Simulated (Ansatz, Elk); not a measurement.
## ScCd2P2: X-ray structure factors from the self-consistent density

Structure refinements treat a crystal as free atoms side by side. For a made-up structure of ScCd2P2 (cell and positions from a PBEsol relaxation) the runs below show what the calculated density changes in F(hkl).

Method: DFT, PBE, all-electron APW+lo, Dirac cores, scalar-relativistic bands, static density, no spin, in Elk 11.2.3 (patched build).

The structure was built from a prototype and need not be the compound's stable phase.

## Step 1: Set-up

Symmetry: I4/mmm, No. 139, tetragonal system. The conventional cell has a = 3.724 Å, b = 3.724 Å, c = 14.597 Å, α = 90.00°, β = 90.00°, γ = 90.00°. Nearest to Cd lie 4 Cd at 2.63 Å and 4 P at 3.16 Å. Sc has 8 P at 2.85 Å nearest. Nearest to P lie 1 P at 2.20 Å and 4 Sc at 2.85 Å and 4 Cd at 3.16 Å. Farther neighbours are not listed.

As a file:

```cif
data_structure
_symmetry_space_group_name_H-M 'P 1'
_symmetry_Int_Tables_number 1
_cell_length_a 7.7591
_cell_length_b 7.7591
_cell_length_c 7.7591
_cell_angle_alpha 152.231
_cell_angle_beta 152.231
_cell_angle_gamma 39.676
_cell_volume 101.21
loop_
_atom_site_label
_atom_site_type_symbol
_atom_site_fract_x
_atom_site_fract_y
_atom_site_fract_z
_atom_site_occupancy
Cd1 Cd 0.25000 0.75000 0.50000 1
Cd2 Cd 0.75000 0.25000 0.50000 1
Sc3 Sc 0.00000 0.00000 0.00000 1
P4 P 0.57538 0.57538 0.00000 1
P5 P 0.42462 0.42462 0.00000 1
```

## Step 2: Ground state and structure factors

An all-electron density is needed, since X-rays see the cores too. Task 0 finds the density and task 195 Fourier-transforms it; tshift is off so that phases refer to the origin typed.

Contents of elk.in:

```
tasks
  0
  195

xctype
  20

spinpol
  .false.

rgkmax
  7.0

gmaxvr
  14.0

lmaxo
  7

lmaxapw
  8

swidth
  0.002

tshift
  .false.

ramdisk
  .false.

hmaxvr
  5.5

maxscl
  120

epspot
  1e-06

sppath
  './'

avec
  -3.51851053437 3.51851053437 13.79234598539
  3.51851053437 -3.51851053437 13.79234598539
  3.51851053437 3.51851053437 -13.79234598539

atoms
  3
  'Cd.in'
  2
  0.2500000000 0.7500000000 0.5000000000   0.000000 0.000000 0.000000
  0.7500000000 0.2500000000 0.5000000000   0.000000 0.000000 0.000000
  'Sc.in'
  1
  0.0000000000 0.0000000000 0.0000000000   0.000000 0.000000 0.000000
  'P.in'
  2
  0.5753790376 0.5753790376 0.0000000000   0.000000 0.000000 0.000000
  0.4246209624 0.4246209624 0.0000000000   0.000000 0.000000 0.000000

ngridk
  8 8 8
```

The run is started by

```
$ OMP_NUM_THREADS=4 elk
```

Numbers of over 12 decimals in the logs are rounded to 6 here.

Log:

```text
┌─────────────────────────┐
│ Elk code version 11.2.3 │
└─────────────────────────┘

All units are atomic (Hartree, Bohr, etc.)

┌─────────────────────────────────────────────────┐
│ Ground-state run starting from atomic densities │
└─────────────────────────────────────────────────┘

Lattice vectors :
  -3.518510534       3.518510534       13.79234599
   3.518510534      -3.518510534       13.79234599
   3.518510534       3.518510534      -13.79234599

Reciprocal lattice vectors :
 -0.1447753984E-17  0.8928757276      0.2277779761
  0.8928757276     -0.1447753984E-17  0.2277779761
  0.8928757276      0.8928757276      0.6352458920E-17

Unit cell volume      :    682.9923600
Brillouin zone volume :   0.3631815346

Muffin-tin inner radius fraction :   0.1000000000E-01

Nuclei treated as point charges

Species : 1 (Cd)
 parameters loaded from : Cd.in
 name : cadmium
 nuclear charge    :   -48.00000000
 electronic charge :    48.00000000
 atomic mass :    204912.7176
 muffin-tin radius :    2.462962659
 number of radial points in muffin-tin :   1193
 inner part over the whole radius :   0.9994578484E-02
 number on inner part of muffin-tin    :    849
 approximate nuclear radius :   0.8708852602E-04
 number of mesh points to nuclear radius :    427
 atomic positions (lattice), magnetic fields (Cartesian) :
  1 :   0.25000000 -0.25000000  0.50000000    0.00000000  0.00000000  0.00000000
  2 :  -0.25000000  0.25000000  0.50000000    0.00000000  0.00000000  0.00000000

Species : 2 (Sc)
 parameters loaded from : Sc.in
 name : scandium
 nuclear charge    :   -21.00000000
 electronic charge :    21.00000000
 atomic mass :    81949.61073
 muffin-tin radius :    2.400000000
 number of radial points in muffin-tin :    993
 inner part over the whole radius :   0.9898716403E-02
 number on inner part of muffin-tin    :    698
 approximate nuclear radius :   0.6711386133E-04
 number of mesh points to nuclear radius :    323
 atomic positions (lattice), magnetic fields (Cartesian) :
  1 :   0.00000000  0.00000000  0.00000000    0.00000000  0.00000000  0.00000000

Species : 3 (P)
 parameters loaded from : P.in
 name : phosphorus
 nuclear charge    :   -15.00000000
 electronic charge :    15.00000000
 atomic mass :    56461.71230
 muffin-tin radius :    2.054307533
 number of radial points in muffin-tin :    793
 inner part over the whole radius :   0.9812140638E-02
 number on inner part of muffin-tin    :    552
 approximate nuclear radius :   0.6081821256E-04
 number of mesh points to nuclear radius :    250
 atomic positions (lattice), magnetic fields (Cartesian) :
  1 :  -0.42462096 -0.42462096  0.00000000    0.00000000  0.00000000  0.00000000
  2 :   0.42462096  0.42462096  0.00000000    0.00000000  0.00000000  0.00000000

Total number of atoms per unit cell :    5
Total muffin-tin volume :    255.7033048
 ratio of muffin-tin to unit cell volume :   0.3743867718

Spin treatment :
 spin-unpolarised

Number of Bravais lattice symmetries :   16
Number of crystal symmetries         :   16
Crystal has inversion symmetry
Real symmetric eigensolver will be used

k-point grid :      8     8     8
k-point offset :    0.000000000       0.000000000       0.000000000
k-point set is reduced with full crystal symmetry group
Total number of k-points :       59

Muffin-tin radius times maximum |G+k| :    7.000000000
 using average radius
Maximum |G+k| for APW functions       :    3.060901342
Maximum (1/2)|G+k|²                   :    4.684558511
Maximum |G| for potential and density :    14.00000000
Constant for pseudocharge density :    9
 order of it for each species :   16  16  16
 order of it for pair densities of each species (exact exchange by exxq0 0: 17) :   11  11   7
Radial integration step length :    1

G-vector grid sizes :     70    70    70
Number of G-vectors :    31757

Maximum angular momentum used for
 APW functions            :    8
 outer part of muffin-tin :    7
 inner part of muffin-tin :    2

Total nuclear charge    :   -147.0000000
[...]
electron entropic           :    -0.79958064956192E-03
 total energy                :     -12641.969993431

Density of states at Fermi energy :    64.96476159
 (states/Hartree/unit cell)

Estimated indirect band gap :   0.1582029580E-02
 from k-point 21 to k-point 56
Estimated direct band gap   :   0.5501909680E-02
 at k-point 4

Charges :
 core                        :    90.00000000
 valence                     :    57.00000000
 interstitial                :    9.314508155
 muffin-tins (core leakage)
  species : 1 (Cd)
   atom 1                    :    46.21103573     (  0.5279852980E-03)
[...]
species : 2 (Sc)
[...]
species : 3 (P)
[...]
total in muffin-tins        :    137.6854918
 total calculated charge     :    146.9973318
 total charge                :    147.0000000
 error                       :   0.2668156873E-02

RMS change in Kohn-Sham potential (target) :   0.3644452489     (  0.1000000000E-05)
Absolute change in total energy (target)   :   0.3260520245     (  0.1000000000E-03)

[... loops 3 to 14 left out ...]

┌──────────────────┐
│ Loop number : 15 │
└──────────────────┘

Energies :
 Fermi                       :     0.247032
 sum of occupied eigenvalues :     -7542.1706953810
 electron kinetic            :      13191.968858561
 core electron kinetic       :      12747.211611226
 Coulomb                     :     -25437.403780766
 Coulomb potential           :     -20219.645285859
 nuclear-nuclear             :     -1189.8328798882
 electron-nuclear            :     -28305.814606310
 Hartree                     :      4058.2437054323
 Madelung                    :     -15327.581137837
 xc potential                :     -514.49426808282
 exchange                    :     -387.81664043372
 correlation                 :     -7.245501
 electron entropic           :    -0.94587443639439E-03
 total energy                :     -12640.498009483

Density of states at Fermi energy :    77.92434548
 (states/Hartree/unit cell)

Estimated indirect band gap :   0.1601208007E-02
 from k-point 2 to k-point 41
Estimated direct band gap   :   0.4455884242E-02
 at k-point 25

Charges :
 core                        :    90.00000000
 valence                     :    57.00000000
 interstitial                :    9.211950942
 muffin-tins (core leakage)
  species : 1 (Cd)
[...]
species : 2 (Sc)
[...]
species : 3 (P)
[...]
total in muffin-tins        :    137.7880491
 total calculated charge     :    146.9973067
 total charge                :    147.0000000
 error                       :   0.2693309400E-02

RMS change in Kohn-Sham potential (target) :   0.4599304669E-06 (  0.1000000000E-05)
Absolute change in total energy (target)   :   0.6249761282E-04 (  0.1000000000E-03)

Convergence targets achieved

┌──────────────────┐
│ Loop number : 16 │
└──────────────────┘

Energies :
 Fermi                       :     0.247032
 sum of occupied eigenvalues :     -7542.1706782944
 electron kinetic            :      13191.968881297
 core electron kinetic       :      12747.211617730
 Coulomb                     :     -25437.403790143
 Coulomb potential           :     -20219.645277802
 nuclear-nuclear             :     -1189.8328798882
 electron-nuclear            :     -28305.814632554
 Hartree                     :      4058.2437222989
 Madelung                    :     -15327.581151242
 xc potential                :     -514.49428178904
 exchange                    :     -387.81664056874
 correlation                 :     -7.245501
 electron entropic           :    -0.94587186216053E-03
 total energy                :     -12640.497996283

Density of states at Fermi energy :    77.92400081
 (states/Hartree/unit cell)

Estimated indirect band gap :   0.1601444938E-02
 from k-point 2 to k-point 41
Estimated direct band gap   :   0.4455858795E-02
 at k-point 25

Charges :
 core                        :    90.00000000
 valence                     :    57.00000000
 interstitial                :    9.211950492
 muffin-tins (core leakage)
  species : 1 (Cd)
[...]
species : 2 (Sc)
   atom 1                    :    19.03824421     ( -0.2163600410E-06)
  species : 3 (P)
   atom 1                    :    12.90240903     (  0.7293228203E-03)
   atom 2                    :    12.90240903     (  0.7293228203E-03)
 total in muffin-tins        :    137.7880495
 total calculated charge     :    146.9973067
 total charge                :    147.0000000
 error                       :   0.2693310506E-02

┌──────────────────────────────┐
│ Self-consistent loop stopped │
└──────────────────────────────┘

Warning : core states of species 1 leak from the muffin-tin :   0.5048468339E-03

Warning : core states of species 3 leak from the muffin-tin :   0.7293228203E-03

Wrote STATE.OUT
```

Run time: 60 s. Hardware: 4 threads of Arm Neoverse V1, shared host; peak memory 0.28 GiB.

SFACRHO.OUT:

```text

h k l indices transformed by vhmat matrix:
   1.000000000       0.000000000       0.000000000    
   0.000000000       1.000000000       0.000000000    
   0.000000000       0.000000000       1.000000000    

      h      k      l  multipl.   |H|            Re(F)            Im(F)           |F|

      0      0      0      1   0.0000000       147.00000     -0.46989942E-16   147.00000    
     -1     -1      1      2  0.45555595      -56.532904      0.49761721E-13   56.532904    
      2      2     -2      2  0.91111190       94.712412      0.93599428E-13   94.712412    
      1      0      0      8  0.92147158      -4.5823480     -0.59240144E-15   4.5823480    
      2      1     -2      8   1.1243542       12.617081      -0.0000000       12.617081    
     -1      1      0      4   1.2627170      -42.241676     -0.44545091E-16   42.241676    
      1      1      0      8   1.3423805       104.34543      0.21326452E-13   104.34543    
      3      3     -3      2   1.3666679      -81.864774     -0.28435269E-13   81.864774    
      2      3     -3      8   1.4471687       28.897304      -0.0000000       28.897304    
     -3     -1      2      8   1.5571060      -65.480214      0.17772043E-13   65.480214    
      1     -1      1      4   1.7857515       100.76433     -0.10084075E-13   100.76433    
     -4     -4      4      2   1.8222238       68.003139     -0.15698638E-12   68.003139    
     -3     -4      3      8   1.8274257       30.634995      -0.0000000       30.634995    
      2      0      0      8   1.8429432      -45.538566     -0.30804875E-13   45.538566    
     -3     -3      2      8   1.8607082       64.632534     -0.16883441E-13   64.632534    
     -3     -1      3      8   2.0047526       73.218058     -0.24880860E-13   73.218058    
      0      1      1     16   2.0094821      -2.7767202      -0.0000000       2.7767202    
     -3      0      1     16   2.1102324       9.5182495      -0.0000000       9.5182495
```

Elk indexes on the primitive cell of elk.in and gives |H| = 4π sin θ/λ in inverse bohr. Below, one row stands for each form hkl of the conventional cell (m members, Friedel mates merged), F is for one primitive cell and the density is static (no thermal factor). Free-atom factors are Waasmaier and Kirfel's, and R is Σm||F|−|F'||/Σm|F|.

| hkl | m | sin θ/λ (Å⁻¹) | abs F, DFT | neutral atoms | diff. |
| --- | --- | --- | --- | --- | --- |
| 002 | 2 | 0.069 | 56.533 | 56.813 | -0.280 |
| 004 | 2 | 0.137 | 94.712 | 94.813 | -0.101 |
| 101 | 8 | 0.139 | 4.582 | 4.278 | +0.304 |
| 103 | 8 | 0.169 | 12.617 | 12.738 | -0.120 |
| 110 | 4 | 0.190 | 42.242 | 42.508 | -0.267 |
| 112 | 8 | 0.202 | 104.345 | 104.730 | -0.385 |
| 006 | 2 | 0.205 | 81.865 | 81.725 | +0.140 |
| 105 | 8 | 0.218 | 28.897 | 28.858 | +0.039 |
| 114 | 8 | 0.234 | 65.480 | 65.787 | -0.307 |
| 200 | 4 | 0.269 | 100.764 | 101.225 | -0.461 |
| 008 | 2 | 0.274 | 68.003 | 68.112 | -0.108 |
| 107 | 8 | 0.275 | 30.635 | 30.687 | -0.052 |
| 202 | 8 | 0.277 | 45.539 | 45.553 | -0.014 |
| 116 | 8 | 0.280 | 64.632 | 64.660 | -0.028 |
| 204 | 8 | 0.301 | 73.218 | 73.275 | -0.056 |
| 211 | 16 | 0.302 | 2.777 | 2.885 | -0.108 |
| 213 | 16 | 0.317 | 9.518 | 9.495 | +0.024 |
| 118 | 8 | 0.333 | 64.383 | 64.545 | -0.162 |

## Step 3: The highest occupied states alone

An energy window below the Fermi level keeps the highest occupied states, to see at which angles they scatter; shallow core shells can lie inside it and anion s states outside. No new self-consistency is needed.

elk.in: that of step 2 with these lines changed.

```diff
@@ -1,3 +1,2 @@
 tasks
-  0
   195
@@ -40,2 +39,5 @@
 
+wsfac
+  -0.120460 0.547030
+
 sppath
```

The run is started by

```
$ OMP_NUM_THREADS=4 elk
```

Log:

```text
┌─────────────────────────────────┐
│ Elk code version 11.2.3 started │
└─────────────────────────────────┘

Info(readinput): the functional depends on the density's gradient
 muffin-tin radial points multiplied by    2.00000
 (not where nrmtscf is given)

┌────────────────────┐
│ Current task : 195 │
└────────────────────┘
Info(checkmt): changed muffin-tin radius of species 1 (Cd) from   2.6000 to   2.4630
Info(checkmt): changed muffin-tin radius of species 3 (P) from   2.2000 to   2.0543

Info(sfacrho): density structure factors written to SFACRHO.OUT

 Energy window :  -0.1204600000      0.5470300000

┌──────────────────┐
│ Elk code stopped │
└──────────────────┘
```

The job ended after 14 s (4 threads; peak memory 0.19 GiB; 19 s of CPU time).

States within 10 eV below the Fermi level hold 32.34 electrons; any levels below the window count with the cores, and a count that is not whole means the window cuts a band. Their amplitudes can exceed the total, where window and core parts have opposite phase:

| hkl | sin θ/λ (Å⁻¹) | abs F, window | abs F, all |
| --- | --- | --- | --- |
| 002 | 0.069 | 13.218 | 56.533 |
| 004 | 0.137 | 12.715 | 94.712 |
| 101 | 0.139 | 2.647 | 4.582 |
| 103 | 0.169 | 0.366 | 12.617 |
| 110 | 0.190 | 8.692 | 42.242 |
| 112 | 0.202 | 10.882 | 104.345 |
| 006 | 0.205 | 10.934 | 81.865 |
| 105 | 0.218 | 1.512 | 28.897 |
| 114 | 0.234 | 8.267 | 65.480 |
| 200 | 0.269 | 6.851 | 100.764 |

## Step 4: Another functional

The difference from free atoms is small, so it is set against the change that LDA (Perdew-Wang) makes.

elk.in: that of step 3 with these lines changed.

```diff
@@ -1,2 +1,3 @@
 tasks
+  0
   195
@@ -4,3 +5,3 @@
 xctype
-  20
+  3
 
@@ -39,5 +40,2 @@
 
-wsfac
-  -0.120460 0.547030
-
 sppath
```

The run is started by

```
$ OMP_NUM_THREADS=4 elk
```

Log:

```text
┌─────────────────────────┐
│ Elk code version 11.2.3 │
└─────────────────────────┘

All units are atomic (Hartree, Bohr, etc.)

┌─────────────────────────────────────────────────┐
│ Ground-state run starting from atomic densities │
└─────────────────────────────────────────────────┘

Lattice vectors :
  -3.518510534       3.518510534       13.79234599
   3.518510534      -3.518510534       13.79234599
   3.518510534       3.518510534      -13.79234599

Reciprocal lattice vectors :
 -0.1447753984E-17  0.8928757276      0.2277779761
[...]
species : 3 (P)
   atom 1                    :    12.89636656     (  0.7356601423E-03)
   atom 2                    :    12.89636656     (  0.7356601423E-03)
 total in muffin-tins        :    137.8225096
 total calculated charge     :    146.9972660
 total charge                :    147.0000000
 error                       :   0.2734026770E-02

┌──────────────────────────────┐
│ Self-consistent loop stopped │
└──────────────────────────────┘

Warning : core states of species 1 leak from the muffin-tin :   0.5110918426E-03

Warning : core states of species 3 leak from the muffin-tin :   0.7356601423E-03

Wrote STATE.OUT
[key lines of the parts left out:]
total energy                :     -12626.575409112
```

It took 41 s on 4 threads; peak memory 0.2 GiB; 2.1 min of CPU time.

Against the first run R = 0.06 %; the largest change is -0.058 at 116.

## Step 5: A coarser k-mesh

About half the k-points along each axis test the sampling.

elk.in: that of step 4 with these lines changed.

```diff
@@ -5,3 +5,3 @@
 xctype
-  3
+  20
 
@@ -63,2 +63,2 @@
 ngridk
-  8 8 8
+  4 4 4
```

The run is started by

```
$ OMP_NUM_THREADS=4 elk
```

Log:

```text
┌─────────────────────────┐
│ Elk code version 11.2.3 │
└─────────────────────────┘

All units are atomic (Hartree, Bohr, etc.)

┌─────────────────────────────────────────────────┐
│ Ground-state run starting from atomic densities │
└─────────────────────────────────────────────────┘

Lattice vectors :
  -3.518510534       3.518510534       13.79234599
   3.518510534      -3.518510534       13.79234599
   3.518510534       3.518510534      -13.79234599

Reciprocal lattice vectors :
 -0.1447753984E-17  0.8928757276      0.2277779761
[...]
species : 3 (P)
   atom 1                    :    12.90029013     (  0.7288358465E-03)
   atom 2                    :    12.90029013     (  0.7288358465E-03)
 total in muffin-tins        :    137.7775368
 total calculated charge     :    146.9973084
 total charge                :    147.0000000
 error                       :   0.2691640170E-02

┌──────────────────────────────┐
│ Self-consistent loop stopped │
└──────────────────────────────┘

Warning : core states of species 1 leak from the muffin-tin :   0.5047593502E-03

Warning : core states of species 3 leak from the muffin-tin :   0.7288358465E-03

Wrote STATE.OUT
[key lines of the parts left out:]
total energy                :     -12640.499571515
```

It took 33 s on 4 threads; peak memory 0.27 GiB; 65 s of CPU time.

Against the first run R = 0.01 %; the largest change is +0.023 at 008.

## Step 6: Settings against the effect

| run | R against the first run (%) | R against neutral atoms, low angle (%) | wall time |
| --- | --- | --- | --- |
| PBE, rgkmax 7 | 0.00 | 0.35 | 60 s |
| LDA (Perdew-Wang) | 0.06 | 0.37 | 41 s |
| k-mesh 4×4×4 | 0.01 | 0.35 | 33 s |

## Step 7: Outcome

```
R against neutral atoms, sin θ/λ < 0.3 Å⁻¹ : 0.35 %
R against neutral atoms, 0.3 to 0.77 Å⁻¹   : 0.16 %
```

Independent neutral atoms miss the calculated amplitudes by R = 0.35 % below 0.3 Å⁻¹ and 0.16 % from there to 0.77 Å⁻¹; by shells, 0.94 % below 0.15 Å⁻¹ (3 forms), 0.30 % 0.15 to 0.3 (11 forms), 0.19 % 0.3 to 0.45 (25 forms), 0.15 % above 0.45 (110 forms). Bonding, aspherical density and the tables' own atoms all enter these figures, and the runs don't part them. The largest change of an amplitude is -0.46 electrons, at 200. The window's part falls from 32.3 electrons at the origin to at most 1.07 between 0.45 and 0.77 Å⁻¹, where compact states inside the window still scatter. Below 0.3 Å⁻¹ the changes that finished (LDA (Perdew-Wang) and k-mesh 4×4×4) move F by R = 0.05 % at most, against the 0.35 % that separates it from free atoms. The basis has no finished test. Part of the difference isn't bonding: the tables are fits to free atoms and ions calculated by other methods than this functional. Thermal motion, anomalous dispersion and extinction are left out.

[Logs are printed without paths, hosts, clocks, repeated set-up lines and the standing remarks that a program may print on its own settings, such as how far it seeks lower states.]

[Hosts, paths, dates, database ids (printed as entryN), source tags and the programs' standing remarks are cut or masked in the printed files.]
